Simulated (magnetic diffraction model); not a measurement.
# Solving a magnetic structure from powder neutron data: Yb3Ho

Space group Pm-3m (no. 221), a = 5.1600 Å.

```
site  atom    x  y    z
  3c    Yb  1/2  0  1/2
  1a    Ho    0  0    0
```

The compound is invented for this exercise: a known structure type with other elements, its cell scaled to their sizes and not relaxed.

Only Yb and Ho are taken to order (form factors of Yb3+ and Ho3+); orders and moment sizes are assumed, and not adapted to the symmetry. Radiation: neutrons of λ = 1.8 Å, 2° to 100°; isotropic B of 0.07 Å² (Yb) and 0.11 Å² (Ho). The intensities are simulated: I ∝ L Σ (|F_N|² + |F_M⊥|²) for unpolarised neutrons, with F_M = 2.695 fm/μB × Σ f(s) S exp(2πi Q·r) exp(−B s²) at Q = H ± k (one set where k and −k are equivalent), only the part normal to Q counting and L = 1/(sin²θ cos θ). For a modulated order the moment at position r is S exp(−2πi k·r) + c.c., with S = m/2 for a sine wave of amplitude m and S = m(u + iv)/2 for moments turning in a plane, u and v being orthogonal unit vectors in it; the phase factor of the sum at Q = H + k is then exp(2πi H·r). Form factors are spin-only for 3d ions and dipole or tabulated for f ions, scattering lengths are Sears's of 1992, and absorption is left out. A label names one of the reflections at its angle. The strongest nuclear line in the range is 100, and lines under 0.2 are left out.

Above the ordering temperature:

| 2θ (°) | index | I |
| --- | --- | --- |
| 20.09 | (1 0 0) | 2.1 |
| 28.56 | (1 1 0) | 2.1 |
| 35.17 | (1 1 1) | 100.0 |
| 40.83 | (2 0 0) | 57.1 |
| 45.91 | (2 1 0) | 1.8 |
| 50.59 | (2 1 1) | 1.5 |
| 59.12 | (2 2 0) | 61.2 |
| 63.10 | (3 0 0) | 1.3 |
| 66.95 | (3 1 0) | 1.0 |
| 70.69 | (3 1 1) | 94.5 |
| 74.34 | (2 2 2) | 29.5 |
| 77.93 | (3 2 0) | 0.8 |
| 81.48 | (3 2 1) | 1.6 |
| 88.48 | (4 0 0) | 18.4 |
| 91.97 | (4 1 0) | 1.4 |
| 95.46 | (4 1 1) | 1.0 |
| 98.98 | (3 3 1) | 67.9 |

Below it (cell unchanged):

```tsv
2θ (°)	I
4.00	18.3
16.04	1.1
20.09	2.1
20.49	2.8
24.16	0.5
25.81	24.9
28.56	2.1
28.85	0.6
31.62	16.1
32.93	0.6
35.17	100.0
37.75	0.5
40.83	57.1
41.05	0.3
42.10	6.6
44.14	0.2
45.91	1.8
46.10	10.9
47.06	0.3
48.01	0.2
48.94	3.7
49.86	4.8
50.59	1.5
52.54	4.0
54.28	0.2
59.12	61.2
60.09	6.5
62.48	3.5
63.10	1.3
65.58	2.9
66.34	5.4
66.95	1.0
68.61	2.6
70.69	94.5
71.57	2.5
74.34	29.5
```
(The table stops after 36 lines; 22 more lie at higher angle.)

**Question.** Check that the new lines index with k = (0 1/5 0), then choose among these models:
A. moments turning in the plane of [100] and [010], 3.8 μB on Yb and 7.2 μB on Ho; signs + at (1/2, 0, 1/2), − at (1/2, 1/2, 0), + at (0, 1/2, 1/2), − at (0, 0, 0)
B. moments turning in the plane of [010] and [001], 3.8 μB on Yb and 7.2 μB on Ho; signs + at (1/2, 0, 1/2), − at (1/2, 1/2, 0), + at (0, 1/2, 1/2), − at (0, 0, 0)
C. a sine wave with moments along [010] (amplitudes given), 3.8 μB on Yb and 7.2 μB on Ho; signs + at (1/2, 0, 1/2), − at (1/2, 1/2, 0), + at (0, 1/2, 1/2), − at (0, 0, 0)
D. a sine wave with moments along [001] (amplitudes given), 3.8 μB on Yb and 7.2 μB on Ho; signs + at (1/2, 0, 1/2), − at (1/2, 1/2, 0), + at (0, 1/2, 1/2), − at (0, 0, 0)

The new lines index as (0 1/5 0) at 4.00°, (0 4/5 0) at 16.04°, (1 1/5 0) at 20.49° and (0 6/5 0) at 24.16°, that is as H ± k with k = (0 1/5 0), one of 3 inequivalent arms of its star (k and −k counted as one), which a powder can't tell apart. Satellites come in pairs about each point of the reciprocal lattice.

Magnetic intensity, observed (below minus above) and for each model:

| 2θ (°) | index | observed | A | B | C | D |
| --- | --- | --- | --- | --- | --- | --- |
| 4.00 | (0 1/5 0) | 18.3 | 18.3 | 18.3 | <0.2 | 18.3 |
| 20.49 | (1 1/5 0) | 2.8 | 79.7 | 42.5 | 39.7 | 2.8 |
| 25.81 | (1 4/5 0) | 24.9 | 25.8 | 40.3 | 15.4 | 24.9 |
| 31.62 | (1 6/5 0) | 16.1 | 16.6 | 22.8 | 6.7 | 16.1 |
| 42.10 | (1 9/5 0) | 6.6 | 10.6 | 8.7 | 2.0 | 6.6 |
| 46.10 | (2 1/5 1) | 10.9 | 17.0 | 24.8 | 13.8 | 10.9 |
| 48.94 | (2 4/5 1) | 3.7 | 20.6 | 14.5 | 10.8 | 3.7 |
| 52.54 | (2 6/5 1) | 4.0 | 16.5 | 12.0 | 8.0 | 4.0 |

Model D matches.

The structure used: k = (0 1/5 0), a sine wave with moments along [001] (amplitudes given), 3.8 μB on Yb and 7.2 μB on Ho; signs + at (1/2, 0, 1/2), − at (1/2, 1/2, 0), + at (0, 1/2, 1/2), − at (0, 0, 0).

[Logs are printed without paths, hosts, clocks, repeated set-up lines and the standing remarks that a program may print on its own settings, such as how far it seeks lower states.]
